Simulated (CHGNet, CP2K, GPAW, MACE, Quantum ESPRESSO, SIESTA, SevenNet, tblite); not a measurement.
# GPAW runs on random packing of As (59 atoms), part 2 of 2

Wanted: GPAW inputs and outputs for random packing of As (59 atoms), checked against a plane-wave reference.

Program: GPAW 26.7.0; the method stands at each step. Banners, paths, timers and routine set-up lines are dropped from the logs unmarked, and long logs keep their key lines alone; longer cuts are marked.

So far. Step 2 (PBE, LCAO dzp, h 0.2 Å): Forces lie 14 % from the reference's, at 0.40 times its CPU time (on 1 against 4 cores). Step 3 (PBE, LCAO dzp, h 0.2 Å, other mixer settings): Against the first run (14 %), the force difference from the reference is 14 %, at 1.3 times the CPU time: another solver or mixer reaches the same state.

**4. PBE, LCAO sz(dzp), h 0.2 Å**

Method: Kohn-Sham DFT, PBE, PAW, atomic orbitals (sz(dzp)).

Input file run.py:

```python
import numpy as np
from ase.io import read
from gpaw import GPAW, FermiDirac

atoms = read("structure.xyz")
atoms.calc = GPAW(
    mode="lcao",
    basis="sz(dzp)",
    h=0.2,
    xc="PBE",
    kpts={"size": (1, 1, 1), "gamma": True},
    occupations=FermiDirac(0.05),
    maxiter=200,
    symmetry={"point_group": False},
    txt="gpaw.txt",
)
energy = atoms.get_potential_energy(force_consistent=True)
forces = atoms.get_forces()
print(f"energy {energy:.6f} eV")
print("forces (eV/A)")
for i, (a, f) in enumerate(zip(atoms, forces)):
    print(f"{i:4d} {a.symbol:2s} {f[0]:10.5f} {f[1]:10.5f} {f[2]:10.5f}")
print(f"Fermi level {atoms.calc.get_fermi_level():.4f} eV")
for k in range(len(atoms.calc.get_ibz_k_points())):
    for s in range(atoms.calc.get_number_of_spins()):
        e = atoms.calc.get_eigenvalues(kpt=k, spin=s)
        n = np.searchsorted(e, atoms.calc.get_fermi_level())
        print(f"k {k} spin {s} levels about the Fermi level:", np.round(e[max(n - 6, 0):n], 4).tolist(), "|", np.round(e[n:n + 6], 4).tolist())
```

Input file structure.xyz:

```xyz
59
Lattice="11.25310 0.00000 0.00000 0.00000 11.25310 0.00000 0.00000 0.00000 11.25310" Properties=species:S:1:pos:R:3 pbc="T T T"
[... 59 atom lines left out: the same atoms as in the first run ...]
```

Run with:

```
$ OMP_NUM_THREADS=1 python run.py > output.txt
```

Output:

```text
energy -203.173143 eV
forces (eV/A)
   0 As    2.52348   -1.20222    0.05365
   1 As   -1.94670   -4.35090   -0.15532
   2 As    0.06538   -0.87783    2.33644
   3 As   -0.99181   -1.90307    0.06979
   4 As   -0.66735    2.51703   -0.06415
   5 As    0.61868    0.34303   -0.11257
   6 As    1.03352    0.19662    0.71764
   7 As   -1.57869   -0.59623   -2.63451
   8 As    2.35753    0.97736   -1.73032
   9 As    0.05351    1.39359   -1.42665
  10 As    0.32906    0.81286    0.63412
  11 As   -1.02311    2.45878   -1.21245
  12 As    2.57182    0.95555   -0.05961
  13 As   -0.57143   -1.68322   -0.06340
  14 As   -0.63435    0.19917   -0.26312
  15 As    0.09884   -1.54074    0.29467
  16 As   -0.06083    0.19102   -0.81885
  17 As    0.17768    0.06415    1.15286
  18 As   -1.47147   -0.70453   -1.29059
  19 As   -0.37743   -2.43220    0.60829
  20 As   -1.12439   -1.26817   -0.42556
  21 As   -0.90332    0.51346   -0.49305
  22 As   -0.33200    0.06701    4.15052
  23 As   -0.84026    0.19528    0.23269
[...]
51 As    1.43254    4.03378   -1.12018
  52 As   -0.09110    0.31725    0.00078
  53 As    1.06571    2.01075    0.75826
  54 As   -2.47705   -1.36850   -2.15732
  55 As   -0.31762   -0.45990   -0.02171
  56 As    0.66889   -2.93858   -3.65177
  57 As    0.37284    1.18472    1.61050
  58 As    0.17803   -1.60311    1.12818
Fermi level 5.6131 eV
k 0 spin 0 levels about the Fermi level: [5.3068, 5.3345, 5.3916, 5.4571, 5.5135, 5.5345] | [5.6319, 5.6507, 5.7456, 5.7622, 5.8593, 5.9051]
```

gpaw.txt:

```text
Input parameters:
  mode=LCAO(),
  basis={'default': 'sz(dzp)'},
  h=0.2,
  kpts=MonkhorstPack(size=(1, 1, 1), gamma=True),
  maxiter=200,
  occupations=Occupations(name='fermi-dirac', width=0.05, fixmagmom=False),
  symmetry=Symmetry(point_group=False),
  xc=XC(name='PBE')
Unit cell  # Å
| periodic |         x |         y |         z |   lengths |    angles |
[... lines left out ...]
  Fermi-Dirac:
[... lines left out ...]
convergence criteria:
- Maximum [total energy] change in last 3 cyles: 0.0005 eV / valence electron
[... lines left out ...]
Converged in 18 steps
[... lines left out ...]
  Free energy:    -203.173143
  Extrapolated:   -203.026999
dipole moment: (97.816329, -50.876433, -4.458992)  # |e|*Ang
Fermi level: 5.613
Eigenvalues  # (at kpt = [0.000, 0.000, 0.000])
| band index |      eig [eV] | occ [0-2] |
|------------|---------------|-----------|
|          0 |        -9.662 |     2.000 |
|        ... |               |           |
|        139 |         5.198 |     2.000 |
|        140 |         5.218 |     1.999 |
[...]
|        154 |         6.049 |     0.000 |
|        ... |               |           |
|        180 |         7.690 |     0.000 |
Gap: 0.097 eV
Transition (v -> c):
  (s=0, k=0, n=146, [0.00, 0.00, 0.00]) -> (s=0, k=0, n=147, [0.00, 0.00, 0.00])
No difference between direct/indirect transitions
Force computation time: 3.073  # s
timing:  # [seconds]
  Total:  61.522  # ━━━━━━━━━━━━━━━━━━━━━━━━━━━━━━━━━━━━━━━━━━━━━━━━━━━━━━━━━
  Init:    9.451  # ━━━━━━━━━
  SCF:    48.950  # ━━━━━━━━━━━━━━━━━━━━━━━━━━━━━━━━━━━━━━━━━━━━━╸
  Forces:  3.073  # ━━━
```

Run time: 63 s. Hardware: 1 thread of Intel Xeon Platinum 8488C (Sapphire Rapids), shared host; peak memory 0.99 GiB.

Numbers from this run, and their distance from the reference:

```
r.m.s. force component                  : 1.479 eV/Å
r.m.s. difference of force components   : 854.4 meV/Å
longest difference of force vectors     : 2524 meV/Å
force difference over r.m.s. force      : 109.7 %
slope of forces against the reference's : 1.702
correlation of force components         : 0.8961
```

This is a coarse setting, run to see what it loses.

Against the first run (14 %), the force difference from the reference is 110 %, at 0.45 times the CPU time, with 236 basis functions against 767: the smaller basis costs accuracy.

**5. PBE, LCAO szp(dzp), h 0.2 Å**

Method: Kohn-Sham DFT, PBE, PAW, atomic orbitals (szp(dzp)).

Changes to run.py since step 4:

```diff
@@ -7,3 +7,3 @@
     mode="lcao",
-    basis="sz(dzp)",
+    basis="szp(dzp)",
     h=0.2,
```

structure.xyz is that of step 4.

Output:

```text
energy -224.607685 eV
forces (eV/A)
   0 As    1.43595   -0.67673   -0.27986
   1 As   -1.46053   -3.09603    0.10635
   2 As   -0.30776   -0.59873    1.07926
   3 As   -0.33671   -1.27316   -0.01792
   4 As   -0.54831    1.90568   -0.53259
   5 As    0.08294    0.15904   -0.10034
[...]
56 As    0.39192   -2.32555   -2.85263
  57 As    0.34079    0.73455    0.98300
  58 As    0.20918   -1.56471    0.50428
Fermi level 5.4615 eV
k 0 spin 0 levels about the Fermi level: [5.181, 5.1861, 5.2448, 5.3096, 5.3759, 5.3873] | [5.4665, 5.5037, 5.5932, 5.6075, 5.7088, 5.7572]
```

gpaw.txt:

```text
Input parameters:
  mode=LCAO(),
  basis={'default': 'szp(dzp)'},
  h=0.2,
  kpts=MonkhorstPack(size=(1, 1, 1), gamma=True),
  maxiter=200,
  occupations=Occupations(name='fermi-dirac', width=0.05, fixmagmom=False),
[... lines left out ...]
  Fermi-Dirac:
[... lines left out ...]
convergence criteria:
- Maximum [total energy] change in last 3 cyles: 0.0005 eV / valence electron
[... lines left out ...]
Converged in 18 steps
[... lines left out ...]
  Free energy:    -224.607685
[... lines left out ...]
Fermi level: 5.462
[... lines left out ...]
|        ... |               |           |
|        180 |         7.523 |     0.000 |
Gap: 0.079 eV
Transition (v -> c):
  (s=0, k=0, n=146, [0.00, 0.00, 0.00]) -> (s=0, k=0, n=147, [0.00, 0.00, 0.00])
No difference between direct/indirect transitions
Force computation time: 9.383  # s
timing:  # [seconds]
  Total:  118.870  # ━━━━━━━━━━━━━━━━━━━━━━━━━━━━━━━━━━━━━━━━━━━━━━━━━━━━━━━━
  Init:     9.808  # ━━━━╸
  SCF:     99.619  # ━━━━━━━━━━━━━━━━━━━━━━━━━━━━━━━━━━━━━━━━━━━━━━━
  Forces:   9.383  # ━━━━╸
```

Elapsed: 2 min, on 1 thread; peak memory 1.2 GiB.

Compared with the plane-wave run:

```yaml
r_m_s_force_component: 1.038 eV/Å
r_m_s_difference_of_force_components: 342.6 meV/Å
longest_difference_of_force_vectors: 1029 meV/Å
force_difference_over_r_m_s_force: 44 %
slope_of_forces_against_the_reference_s: 1.292
correlation_of_force_components: 0.9691
```

This is a coarse setting, run to see what it loses.

Against the first run (14 %), the force difference from the reference is 44 %, at 0.86 times the CPU time, with 531 basis functions against 767: the smaller basis costs accuracy.

**6. Side by side**

Differences are against the plane-wave reference, forces as r.m.s. over components; share is that over the reference's r.m.s. force, slope the least-squares factor from reference forces to these. Total energies of different programs have different zeros and aren't compared.

```csv
run,"Δ force, r.m.s. (meV/Å)",share (%),slope,cores,CPU time,memory (GiB)
reference,-,-,-,4,5.8 min,2.4
"GPAW PBE, LCAO dzp, h 0.2 Å",111,14.3,1.087,1,2.3 min,1.2
"GPAW PBE, LCAO dzp, h 0.2 Å, other mixer settings",111,14.3,1.087,1,3 min,1.1
"GPAW PBE, LCAO sz(dzp), h 0.2 Å (coarse)",854,110,1.702,1,63 s,0.99
"GPAW PBE, LCAO szp(dzp), h 0.2 Å (coarse)",343,44.0,1.292,1,2 min,1.2
```

Rows marked coarse were listed beforehand as settings not expected to be converged; some can still land near the reference.

CPU time is summed over cores on a shared host, where runs went side by side, so it is rough. Symmetry, cutoffs, thresholds, outputs and thread counts weren't matched or tuned between programs; memory under MPI is the largest rank's times the ranks.

Within one program, basis, potentials and functional, energies share a zero. Each run against its twin at the usual cutoff or grid and solver:

```csv
run,twin,Δ energy (meV/atom),"Δ force, r.m.s. (meV/Å)",CPU time over the twin's
"GPAW PBE, LCAO dzp, h 0.2 Å, other mixer settings","LCAO dzp, h 0.2 Å",0,1.19,1.3
```

**7. Results**

```
nearest in forces : a tie at 14 % of 2 runs: GPAW PBE, LCAO dzp, h 0.2 Å; GPAW PBE, LCAO dzp, h 0.2 Å, other mixer settings
```

What this shows: The PBE runs in local orbitals, coarse settings apart, differ by 14 % in each run; basis, grid and potentials can all enter. Runs with settings chosen to be coarse differ by 44 % (GPAW PBE, LCAO szp(dzp), h 0.2 Å) to 110 % (GPAW PBE, LCAO sz(dzp), h 0.2 Å), their programs' other errors included. Of the electronic-structure runs that take under half the reference's CPU time, GPAW PBE, LCAO dzp, h 0.2 Å comes nearest, at 14 % in 2.3 min against 5.8 min. GPAW PBE, LCAO szp(dzp), h 0.2 Å stiffens the forces by a factor of 1.29 while following their directions (correlation 0.969). The electron count is odd in these runs, and they have no spin polarisation, so the unpaired electron is spread evenly over both spins. The electronic-structure runs sample only Γ, in a cell whose shortest periodic width is 11 Å, which is coarse for a cell with partly filled levels.

[Also dropped from logs without a mark: logging warnings of Python, and SIESTA's first energy breakdown and zero terms.]

[Logs are printed without paths, hosts, clocks, repeated set-up lines and the standing remarks that a program may print on its own settings, such as how far it seeks lower states.]

[Hosts, paths, dates, database ids (printed as entryN), source tags and the programs' standing remarks are cut or masked in the printed files.]
